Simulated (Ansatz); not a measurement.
# Mg2SO (built on the sites of a database entry of MgO): relaxing the cell for a phonon run

Wanted: the relaxed cell of Mg2SO (built on the sites of a database entry of MgO).

Calculated with Ansatz 0.2.0; DFT PBE, scalar-relativistic, plane waves, norm-conserving pseudopotentials.

This is a report of a sequence of runs, with most program output left out.

The structure was built from a prototype and need not be the compound's stable phase.

### Step 1. The starting structure

It takes space group P3m1 (No. 156, trigonal). Conventional cell: a = 3.426 Å, b = 3.426 Å, c = 5.161 Å, α = 90.00°, β = 90.00°, γ = 120.00°. Nearest to Mg lie 3 O at 2.04 Å and 1 S at 2.07 Å. Nearest to Mg lie 3 S at 2.04 Å and 1 O at 2.07 Å. Nearest to S lie 4 Mg at 2.04 to 2.07 Å. O has 4 Mg at 2.04 to 2.07 Å nearest. Farther neighbours and most contacts between anions are not listed.

### Step 2. Probe on a coarse mesh

First a cheap look: the gap decides the mesh and the occupations, the pressure tells how far the cell has to move.

Input file input.yaml:

```yaml
crystal:
  lattice:
    - [3.42602, 0.0, 0.0]
    - [-1.71301, 2.96702, 0.0]
    - [0.0, 0.0, 5.16099]
  atoms:
    - { symbol: Mg, position: [0.33333333, 0.66666667, 0.00215974] }
    - { symbol: Mg, position: [0.66666667, 0.33333333, 0.50215974] }
    - { symbol: S, position: [0.33333333, 0.66666667, 0.40244026] }
    - { symbol: O, position: [0.66666667, 0.33333333, 0.90244026] }
kpoints:
  mp_grid: { grid: [6, 6, 4] }
hamiltonian:
  xc: pbe
  pseudopotentials: { kind: nc }
scf:
  occupations: { method: gaussian, width: 0.1 }
output:
  forces: true
  stress: true
  eigenvalues: true
```

On the command line:

```sh
> ansatz run input.yaml --threads 4 --pin off --max-ram 7168MiB --backend cpu --events-out ev --progress --plain --runs-dir out
```

Run time: 4 s. Hardware: 4 threads of Arm Neoverse N1, shared host; peak memory 0.42 GiB.

A gap read on the k-mesh alone can miss the band edges.

This step gave:

```yaml
pressure: 42.53 GPa
gap_on_the_k_mesh: 4.069 eV
volume_per_atom: 13.12 Å³
direct_gap_on_mesh: 4.069 eV
```

The coarse mesh shows a gap of 4.07 eV and a pressure of 42.5 GPa.

### Step 3. Coarse relaxation

A rough relaxation comes first, because large forces or stress need no tight tolerances yet.

input.yaml: that of step 2 with these lines changed.

```diff
@@ -21 +21,6 @@
   eigenvalues: true
+relax:
+  adjacent_minimum: "off"
+  f_tol: 0.05
+  max_steps: 80
+  cell: { stress_tol: 0.5 }
```

Wall time 46 s (4 threads); peak memory 0.56 GiB; 3 min of CPU time.

Step by step:

```
step  energy less that of the first step (eV)  largest force component (eV/Å)  pressure (GPa)  volume (Å³)
   1                                   0.0000                          4.8879           42.53        52.46
   2                                  -2.1668                          1.9589           14.42        60.01
   3                                  -2.6368                          0.5340            4.40        64.79
   4                                  -2.7146                          0.1422           -0.34        68.09
   5                                  -2.7154                          0.0374           -0.05        67.93
  6*                                  -2.7662                          0.0355            1.46        67.93
   7                                  -2.7760                          0.0608            0.27        68.99
   8                                  -2.7772                          0.0149           -0.08        69.19
  9*                                  -2.7775                          0.0149           -0.08        69.19
```

Relaxation steps marked * repeat the geometry before them on a plane-wave basis chosen anew for their cell, so energy and pressure can jump there.

Forces are held to the 6 operations that the run works with; a distortion that breaks them can't arise in this run.

```
     cell as run  before  after   change
           a (Å)   3.426  3.658   +6.8 %
           b (Å)   3.426  3.658   +6.8 %
           c (Å)   5.161  5.972  +15.7 %
volume (Å³/atom)   13.12  17.30  +31.9 %
```

The atoms that moved most (Å, as changes of fractional coordinates times the final cell):

```
atom     dx     dy      dz  length
 Mg2  0.000  0.000   0.343   0.343
 Mg1  0.000  0.000  -0.171   0.171
  S3  0.000  0.000  -0.097   0.097
  O4  0.000  0.000  -0.074   0.074
```

The relaxed structure:

```xyz
4
Lattice="3.6576 0.0000 0.0000 -1.8288 3.1676 0.0000 0.0000 0.0000 5.9720" Properties=species:S:1:pos:R:3 pbc="T T T"
Mg    0.0000    2.1117   -0.1585
Mg    1.8288    1.0559    3.3416
S     0.0000    2.1117    2.3060
O     1.8288    1.0559    5.3155
```

Numbers from this step:

* pressure: -0.07737 GPa
* gap on the k-mesh: 1.537 eV
* volume per atom: 17.30 Å³
* direct gap on mesh: 1.537 eV

In this step the volume went from 13.12 to 17.30 Å³/atom.

### Step 4. Relaxation

The cell and atoms are relaxed, since residual forces and stress would shift the frequencies.

Input file input.yaml:

```yaml
crystal:
  lattice:
    - [3.6576230904, 0.0, 0.0]
    - [-1.8288115452, 3.1675945137, 0.0]
    - [0.0, 0.0, 5.9720450393]
  atoms:
    - { symbol: Mg, position: [0.3333333333, 0.6666666667, -0.026545554] }
    - { symbol: Mg, position: [0.6666666667, 0.3333333333, 0.5595481979] }
    - { symbol: S, position: [0.3333333333, 0.6666666667, 0.3861277174] }
    - { symbol: O, position: [0.6666666667, 0.3333333333, 0.8900696387] }
kpoints:
  mp_grid: { grid: [9, 9, 4] }
hamiltonian:
  xc: pbe
  pseudopotentials: { kind: nc }
scf:
  occupations: { method: gaussian, width: 0.02 }
output:
  forces: true
  stress: true
  eigenvalues: true
relax:
  adjacent_minimum: "off"
  f_tol: 0.005
  max_steps: 80
  cell: { stress_tol: 0.05 }
```

Elapsed: 34 s, on 4 threads; peak memory 0.65 GiB.

Little changed from the start: no atom moved by 0.005 Å and no cell edge by 0.1 %.

Numbers from this step:

| Quantity | Value |
| --- | --- |
| pressure | -0.03218 GPa |
| gap on the k-mesh | 1.539 eV |
| volume per atom | 17.29 Å³ |
| direct gap on mesh | 1.539 eV |

In this step the volume went from 17.30 to 17.29 Å³/atom.

### Step 5. Tight relaxation

Phonons need a cell at rest on their own settings, so the relaxation is repeated with tight tolerances on forces and stress, using the mesh and the filling of the phonon run that follows.

input.yaml, the sections that differ from step 4:

```yaml
crystal:
  lattice:
    - [3.6557606758, 0.0, 0.0]
    - [-1.8278803379, 3.1659816154, 0.0]
    - [0.0, 0.0, 5.9756258141]
  atoms:
    - { symbol: Mg, position: [0.3333333333, 0.6666666667, -0.0262067286] }
    - { symbol: Mg, position: [0.6666666667, 0.3333333333, 0.5594606002] }
    - { symbol: S, position: [0.3333333333, 0.6666666667, 0.3861878926] }
    - { symbol: O, position: [0.6666666667, 0.3333333333, 0.8897582358] }
scf:
  occupations: { method: fixed }
relax:
  adjacent_minimum: "off"
  f_tol: 0.001
  max_steps: 60
  cell: { stress_tol: 0.01 }
# kpoints, hamiltonian, output: as in step 4
```

Wall time 58 s (4 threads); peak memory 0.64 GiB.

Little changed from the start: no atom moved by 0.005 Å and no cell edge by 0.1 %.

Numbers from this step:

* pressure: -1.53e-5 GPa
* gap on the k-mesh: 1.535 eV
* volume per atom: 17.28 Å³
* direct gap on mesh: 1.535 eV

The largest force component left is 0.11 meV/Å and the pressure is 0.000 GPa, within the tolerances set. The cell now holds 17.28 Å³/atom.

### Step 6. Summary of results

| Property | Result |
| --- | --- |
| space group after relaxation (within 0.01 Å) | P3m1 |
| lattice constant a | 3.655 Å |
| lattice constant b | 3.655 Å |
| lattice constant c | 5.976 Å |
| volume per atom | 17.3 Å³ |
| gap on the k-mesh | 1.54 eV |

In words: The largest force component left is 0.11 meV/Å and the pressure is 0.000 GPa, within the tolerances set. The cell now holds 17.28 Å³/atom. The relaxation keeps the symmetry of its start, so it says nothing on stability against lower symmetry. The starting cell was built on a prototype and not taken from a measurement, so the phase need not exist.

[Logs are printed without paths, hosts, clocks, repeated set-up lines and the standing remarks that a program may print on its own settings, such as how far it seeks lower states.]

[Hosts, paths, dates, database ids (printed as entryN), source tags and the programs' standing remarks are cut or masked in the printed files.]
